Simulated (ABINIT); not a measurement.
# NaLiICl (P4/mmm): G0W0 with and without spin-orbit coupling

Wanted: the effect of spin-orbit coupling on the quasiparticle gap of NaLiICl (P4/mmm).

Program: ABINIT 10.8.3. Level of theory: PBEsol and many-body steps on it, plane waves. Results are calculated unless marked as measured.

This is a report of a sequence of runs, with most program output left out.

## Step 1: The structure

Symmetry: P4/mmm, No. 123, tetragonal system. The conventional cell has a = 4.092 Å, b = 4.092 Å, c = 6.215 Å, α = 90.00°, β = 90.00°, γ = 90.00°. Nearest to Na lie 4 Cl at 2.89 Å and 2 I at 3.11 Å. Nearest to Li lie 4 I at 2.89 Å. Nearest to I lie 4 Li at 2.89 Å and 2 Na at 3.11 Å. Nearest to Cl lie 4 Na at 2.89 Å. Farther neighbours and most contacts between anions are not listed.

The cell and positions are those that the Materials Project relaxed with its own functionals (PBE, PBE+U or r2SCAN), kept fixed. Spin-orbit coupling is left out unless a step names it.

## Step 2: Empty states on the mesh, 2×2×2 mesh, 70 bands

This step: ABINIT 10.8.3; DFT, PBEsol, plane waves, norm-conserving pseudopotentials.

The sums over transitions need many empty states on a uniform mesh; this step solves for them.

Input file run.abi:

```
acell 3*1.0 Angstrom
rprim 
  4.091636000000 0.000000000000 0.000000000000
  0.000000000000 4.091636000000 0.000000000000
  0.000000000000 0.000000000000 6.215344000000
ntypat 4
znucl 11 3 53 17
natom 4
typat 1 2 3 4
xred 
  0.500000000000 0.500000000000 0.500000000000
  0.000000000000 0.000000000000 0.000000000000
  0.500000000000 0.500000000000 0.000000000000
  0.000000000000 0.000000000000 0.500000000000
pp_dirpath "pseudos"
pseudos "Na.upf, Li.upf, I.upf, Cl.upf"
ecut 38
ngkpt 2 2 2
nshiftk 1
shiftk 0 0 0
kptopt 1
chksymbreak 0
iscf -2
irdden 1
istwfk *1
nband 70
nbdbuf 6
tolwfr 1e-09
nstep 60
prtvol 0
indata_prefix "in"
outdata_prefix "out"
tmpdata_prefix "tmp"
```

The run is started by

```
$ OMP_NUM_THREADS=1 mpirun -n 4 abinit run.abi > log
```

The job ended after 71 s (4 MPI ranks of AMD EPYC 7571, shared host; peak memory 0.39 GiB).

Numbers from this step:

```yaml
gap: 4.040 eV
k_of_the_valence_top: 0.5, 0, 0.5
k_of_the_conduction_bottom: 0, 0, 0
least_direct_gap: 4.324 eV
k_points_computed: 6
lowest_point_of_the_top_converged_band_above_the_valence_top: 31.46 eV
```

On this mesh the gap is 4.040 eV.

The density comes from a self-consistent run that is not shown.

## Step 3: Screening, 2×2×2 mesh, 64 bands, screening to 98 eV

The RPA dielectric matrix is built and inverted for each q.

This step: RPA screening on PBEsol, plane waves, norm-conserving pseudopotentials.

Changes to run.abi since step 2:

```diff
@@ -22,10 +22,11 @@
 chksymbreak 0
-iscf -2
-irdden 1
 istwfk *1
-nband 70
-nbdbuf 6
-tolwfr 1e-09
-nstep 60
-prtvol 0
+occopt 1
+irdwfk 1
+optdriver 3
+nband 64
+ecuteps 3.6
+inclvkb 0
+awtr 1
+symchi 1
 indata_prefix "in"
```

Elapsed: 20 s, on 4 MPI ranks; peak memory 0.79 GiB; 80 s of CPU time.

This step gave:

```yaml
eps_infinity_with_local_fields_on_this_mesh_along_the_program_s_q_direction: 3.565
the_same_without_local_fields: 4.238
plasma_frequency: 18.56 eV
plane_waves_in_the_screening_matrix: 231
```

Local fields lower ε∞ by 16 %. On a Γ-centred mesh this coarse the value itself is usually too large, while a short band sum pulls it down.

## Step 4: Scalar-relativistic

The self-energy is evaluated for the states that the input lists, and the levels follow from it, in one-shot runs by the linearised quasiparticle equation.

This step: G0W0 on PBEsol, plane waves, norm-conserving pseudopotentials.

Changes to run.abi since step 3:

```diff
@@ -25,8 +25,17 @@
 irdwfk 1
-optdriver 3
+optdriver 4
 nband 64
+gwcalctyp 0
+ecutsigx 38
+symsigma 1
+nkptgw 2
+kptgw 
+  0.5000000000 0.0000000000 0.5000000000
+  0.0000000000 0.0000000000 0.0000000000
+bdgw 
+  12 15
+  12 15
 ecuteps 3.6
-inclvkb 0
-awtr 1
-symchi 1
+irdscr 1
+ppmodel 1
 indata_prefix "in"
```

Wall time 15 s (4 MPI ranks); peak memory 0.8 GiB; 60 s of CPU time.

This step gave:

```
G0W0 gap on the points computed              : 5.988 eV
starting gap on the mesh                     : 4.040 eV
k of the valence top                         : 0.5, 0, 0.5
k of the conduction bottom                   : 0, 0, 0
Z at the valence top                         : 0.817
Z at the conduction bottom                   : 0.846
least direct G0W0 gap on the computed points : 6.333 eV
```

The gap on the mesh goes from 4.04 eV to 5.99 eV, a correction of +1.95 eV.

## Step 5: Empty states on the mesh, 2×2×2 mesh, 140 bands

This step: DFT, PBEsol with spin-orbit coupling, plane waves, norm-conserving pseudopotentials.

Changes to run.abi since step 4:

```diff
@@ -17,2 +17,3 @@
 ecut 38
+nspinor 2
 ngkpt 2 2 2
@@ -22,20 +23,10 @@
 chksymbreak 0
+iscf -2
+irdden 1
 istwfk *1
-occopt 1
-irdwfk 1
-optdriver 4
-nband 64
-gwcalctyp 0
-ecutsigx 38
-symsigma 1
-nkptgw 2
-kptgw 
-  0.5000000000 0.0000000000 0.5000000000
-  0.0000000000 0.0000000000 0.0000000000
-bdgw 
-  12 15
-  12 15
-ecuteps 3.6
-irdscr 1
-ppmodel 1
+nband 140
+nbdbuf 12
+tolwfr 1e-09
+nstep 60
+prtvol 0
 indata_prefix "in"
```

Wall time 9.7 min (4 MPI ranks); peak memory 0.57 GiB.

This step gave:

```yaml
gap: 3.902 eV
k_of_the_valence_top: 0.5, 0, 0.5
k_of_the_conduction_bottom: 0, 0, 0
least_direct_gap: 4.033 eV
k_points_computed: 6
lowest_point_of_the_top_converged_band_above_the_valence_top: 31.31 eV
```

On this mesh the gap is 3.902 eV.

The density comes from a self-consistent run that is not shown, made with spin-orbit coupling and fully relativistic files.

## Step 6: Screening, 2×2×2 mesh, 128 bands, screening to 98 eV

This step: RPA screening on PBEsol with spin-orbit coupling, plane waves, norm-conserving pseudopotentials.

Changes to run.abi since step 5:

```diff
@@ -23,10 +23,11 @@
 chksymbreak 0
-iscf -2
-irdden 1
 istwfk *1
-nband 140
-nbdbuf 12
-tolwfr 1e-09
-nstep 60
-prtvol 0
+occopt 1
+irdwfk 1
+optdriver 3
+nband 128
+ecuteps 3.6
+inclvkb 0
+awtr 1
+symchi 1
 indata_prefix "in"
```

It took 4.3 min on 4 MPI ranks; peak memory 2.1 GiB.

Numbers from this step:

- ε∞ with local fields, on this mesh, along the program's q direction: 3.593
- the same without local fields: 4.268
- plasma frequency: 18.56 eV
- plane waves in the screening matrix: 231

## Step 7: With spin-orbit coupling

This step: G0W0 on PBEsol with spin-orbit coupling, plane waves, norm-conserving pseudopotentials.

Changes to run.abi since step 6:

```diff
@@ -26,8 +26,17 @@
 irdwfk 1
-optdriver 3
+optdriver 4
 nband 128
+gwcalctyp 0
+ecutsigx 38
+symsigma 0
+nkptgw 2
+kptgw 
+  0.5000000000 0.0000000000 0.5000000000
+  0.0000000000 0.0000000000 0.0000000000
+bdgw 
+  23 30
+  23 30
 ecuteps 3.6
-inclvkb 0
-awtr 1
-symchi 1
+irdscr 1
+ppmodel 1
 indata_prefix "in"
```

Elapsed: 93 s, on 4 MPI ranks; peak memory 1.8 GiB.

This step gave:

- G0W0 gap on the points computed: 5.839 eV
- starting gap on the mesh: 3.902 eV
- k of the valence top: 0.5, 0, 0.5
- k of the conduction bottom: 0, 0, 0
- Z at the valence top: 0.817
- Z at the conduction bottom: 0.846
- least direct G0W0 gap on the computed points: 6.013 eV

Against G0W0 in ABINIT (2×2×2 mesh, 64 bands, screening to 98 eV, Godby-Needs plasmon pole), the gap moves by −0.149 eV.

## Step 8: Side by side

Times are wall times on 4 MPI ranks of AMD EPYC 7571, shared host, good to a factor of about two. A run's time includes the screening step that it read.

| run | mesh | bands | screening cutoff (eV) | DFT gap (eV) | gap on the mesh (eV) | direct (eV) | ε∞ used | time |
| --- | --- | --- | --- | --- | --- | --- | --- | --- |
| scalar-relativistic | 2×2×2 | 64 | 98 | 4.040 | 5.988 | 6.333 | 3.56 | 36 s |
| with spin-orbit coupling | 2×2×2 | 128 | 98 | 3.902 | 5.839 | 6.013 | 3.59 | 5.9 min |

## Step 9: Summary of results

* scalar-relativistic: 5.988 eV
* with spin-orbit coupling: 5.839 eV
* known limits: not at the basis limit; screening head approximate; no spin-orbit coupling in some runs; coarse k mesh

With spin-orbit coupling: −0.149 eV against scalar-relativistic, −0.138 eV of it in the start. Bands and cutoff are finite, so the gap is not at the basis limit. The miss can reach some tenths of an eV and take either sign; the mesh is an error of its own. In the G0W0 runs levels were corrected at 2 k points alone, so a gap called «on the mesh» is the least over those, and an edge elsewhere would be missed. The 2×2×2 mesh is coarse for this cell, which bears on the long-range parts of exchange and screening. The long-wavelength limit of the screening leaves out the non-local commutator, which shifts ε∞.

[Paths, hosts, dates, memory and timing lines, banners, echoed tables and standing remarks are left out of the program output.]

[Logs are printed without paths, hosts, clocks, repeated set-up lines and the standing remarks that a program may print on its own settings, such as how far it seeks lower states.]

[Runs of the session that timed out or met a known fault of the program may be left out.]

[Hosts, paths, dates, database ids (printed as entryN), source tags and the programs' standing remarks are cut or masked in the printed files.]

[G0W0 gaps are taken among the corrected bands and points alone; a level outside them can change the order at an edge.]

[Where Ansatz stands beside ABINIT at settings called matched, ABINIT's density can come from a denser mesh and the files from another edition; pairs whose starting gaps differed by over 0.03 eV were left out, so agreement reads better than it is.]
